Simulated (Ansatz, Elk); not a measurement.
# Bonding as seen by X-rays: LiCdCl3, part 2 of 2

The structure of LiCdCl3 used here is made up (a known structure type with other elements) and was relaxed beforehand with PBEsol. The aim is the Fourier transform of its all-electron density, F(hkl), set beside the sum over free spherical atoms that refinements use.

Elk 11.2.3 (patched build); all-electron DFT.

So far. Step 2 (Ground state and structure factors): The ions are Li+, Cd2+ and Cl−, by formal charge.

The structure was built from a prototype and need not be the compound's stable phase.

## 4. Another try

Level of this step: DFT, PBE, all-electron APW+lo, Dirac cores, scalar-relativistic bands, static density, no spin (Elk).

In this try the input is made faulty on purpose, to show what that does.

The input is changed as shown.

elk.in

```
tasks
  0
  195

xctype
  20

spinpol
  .false.

rgkmax
  7.0

gmaxvr
  14.0

lmaxo
  7

lmaxapw
  8

swidth
  0.002

tshift
  .false.

ramdisk
  .false.

hmaxvr
  5.5

maxscl
  120

epspot
  1e-06

sppath
  './'

avec
  9.00870859024 -0.00000000000 -0.00000000000
  0.00000000000 9.00870859024 0.00000000000
  -0.00000000000 0.00000000000 11.69420176442

atoms
  3
  'Cd.in'
  1
  0.5000000000 0.5000000000 0.4458583097   0.000000 0.000000 0.000000
  'Cl.in'
  3
  0.5000000000 0.0000000000 0.6213746978   0.000000 0.000000 0.000000
  -0.0000000000 0.5000000000 0.6213746978   0.000000 0.000000 0.000000
  0.5000000000 0.5000000000 1.0643001004   0.000000 0.000000 0.000000
  'Li.in'
  1
  -0.0000000000 -0.0000000000 0.7469921943   0.000000 0.000000 0.000000

ngrid
  5 5 4
```

Run with:

```
OMP_NUM_THREADS=4 elk
```

Numbers of over 12 decimals in the logs are rounded to 6 here.

Log:

```text
┌─────────────────────────────────┐
│ Elk code version 11.2.3 started │
└─────────────────────────────────┘

Error(readinput): invalid block name : ngrid
```

It took 0.01 s on 4 threads of Intel Xeon 6975P-C (Granite Rapids), shared host; peak memory 0.16 GiB.

The input was rejected at the start.

The program's message: “Error(readinput): invalid block name : ngrid”

A key was misspelt on purpose.

## 5. Another functional

The difference from free atoms is small, so it is set against the change that LDA (Perdew-Wang) makes.

elk.in: that of step 4 with these lines changed.

```diff
@@ -5,3 +5,3 @@
 xctype
-  20
+  3
 
@@ -62,3 +62,3 @@
 
-ngrid
+ngridk
   5 5 4
```

Run with:

```
OMP_NUM_THREADS=4 elk
```

Log:

```text
┌─────────────────────────┐
│ Elk code version 11.2.3 │
└─────────────────────────┘

All units are atomic (Hartree, Bohr, etc.)

┌─────────────────────────────────────────────────┐
│ Ground-state run starting from atomic densities │
└─────────────────────────────────────────────────┘

Lattice vectors :
   9.008708590      -0.000000000      -0.000000000
   0.000000000       9.008708590       0.000000000
  -0.000000000       0.000000000       11.69420176

Reciprocal lattice vectors :
  0.6974568268      -0.000000000       0.000000000
[...]
species : 2 (Cl)
[...]
atom 2                    :    15.12929150     (  0.5115450106E-04)
   atom 3                    :    15.09673035     (  0.5095392562E-04)
  species : 3 (Li)
   atom 1                    :    2.084383022     (   0.000000000    )
 total in muffin-tins        :    93.58130174
 total calculated charge     :    101.9989396
 total charge                :    102.0000000
 error                       :   0.1060430223E-02

┌──────────────────────────────┐
│ Self-consistent loop stopped │
└──────────────────────────────┘

Warning : core states of species 1 leak from the muffin-tin :   0.7541015025E-03

Wrote STATE.OUT
[key lines of the parts left out:]
total energy                :     -6979.2326765592
```

Run time: 32 s. Hardware: 4 threads; peak memory 0.21 GiB; 1.7 min of CPU time.

Against the first run R = 0.05 %; the largest change is -0.071 at 200.

## 6. Basis size

The basis and the expansions that go with it are enlarged, to see whether the differences are converged.

elk.in: that of step 5 with these lines changed.

```diff
@@ -5,3 +5,3 @@
 xctype
-  3
+  20
 
@@ -11,12 +11,12 @@
 rgkmax
-  7.0
+  8.5
 
 gmaxvr
-  14.0
+  18.0
 
 lmaxo
-  7
+  9
 
 lmaxapw
-  8
+  10
```

Run with:

```
OMP_NUM_THREADS=4 elk
```

Log:

```text
┌─────────────────────────┐
│ Elk code version 11.2.3 │
└─────────────────────────┘

All units are atomic (Hartree, Bohr, etc.)

┌─────────────────────────────────────────────────┐
│ Ground-state run starting from atomic densities │
└─────────────────────────────────────────────────┘

Lattice vectors :
   9.008708590      -0.000000000      -0.000000000
   0.000000000       9.008708590       0.000000000
  -0.000000000       0.000000000       11.69420176

Reciprocal lattice vectors :
  0.6974568268      -0.000000000       0.000000000
[...]
species : 2 (Cl)
[...]
atom 2                    :    15.16780326     (  0.5800547279E-04)
   atom 3                    :    15.13307222     (  0.5776312087E-04)
  species : 3 (Li)
   atom 1                    :    2.081477690     (   0.000000000    )
 total in muffin-tins        :    93.68510078
 total calculated charge     :    101.9991750
 total charge                :    102.0000000
 error                       :   0.8249606983E-03

┌──────────────────────────────┐
│ Self-consistent loop stopped │
└──────────────────────────────┘

Warning : core states of species 1 leak from the muffin-tin :   0.7433491529E-03

Wrote STATE.OUT
[key lines of the parts left out:]
total energy                :     -6988.2762490142
```

The job ended after 2.7 min (4 threads; peak memory 0.54 GiB).

Against the first run R = 0.00 %; the largest change is +0.007 at 220.

## 7. Settings against the effect

```
                              run  R against the first run (%)  R against neutral atoms, low angle (%)  wall time
                    PBE, rgkmax 7                         0.00                                    0.18       44 s
                LDA (Perdew-Wang)                         0.05                                    0.18       32 s
rgkmax 8.5 with larger expansions                         0.00                                    0.18    2.7 min
```

## 8. Outcome

```
R against neutral atoms, sin θ/λ < 0.3 Å⁻¹ : 0.18 %
R against neutral atoms, 0.3 to 0.69 Å⁻¹   : 0.10 %
R against ions, below 0.3 Å⁻¹              : 0.27 %
```

What this shows: Independent neutral atoms miss the calculated amplitudes by R = 0.18 % below 0.3 Å⁻¹ and 0.10 % from there to 0.69 Å⁻¹; by shells, 0.51 % below 0.15 Å⁻¹ (4 forms), 0.13 % 0.15 to 0.3 (14 forms), 0.13 % 0.3 to 0.45 (32 forms), 0.09 % above 0.45 (99 forms). Bonding, aspherical density and the tables' own atoms all enter these figures, and the runs don't part them. The largest change of an amplitude is -0.38 electrons, at 110. R counts amplitudes alone; phases shift too. Formal ions give R = 0.27 % at low angle, further off than neutral atoms. The window's part falls from 32.3 electrons at the origin to at most 0.92 between 0.45 and 0.69 Å⁻¹, where compact states inside the window still scatter. Below 0.3 Å⁻¹ the changes that finished (LDA (Perdew-Wang) and rgkmax 8.5 with larger expansions) move F by R = 0.06 % at most, against the 0.18 % that separates it from free atoms. The k-mesh has no finished test. Part of the difference isn't bonding: the tables are fits to free atoms and ions calculated by other methods than this functional. Thermal motion, anomalous dispersion and extinction are left out.

[Logs are printed without paths, hosts, clocks, repeated set-up lines and the standing remarks that a program may print on its own settings, such as how far it seeks lower states.]

[Hosts, paths, dates, database ids (printed as entryN), source tags and the programs' standing remarks are cut or masked in the printed files.]
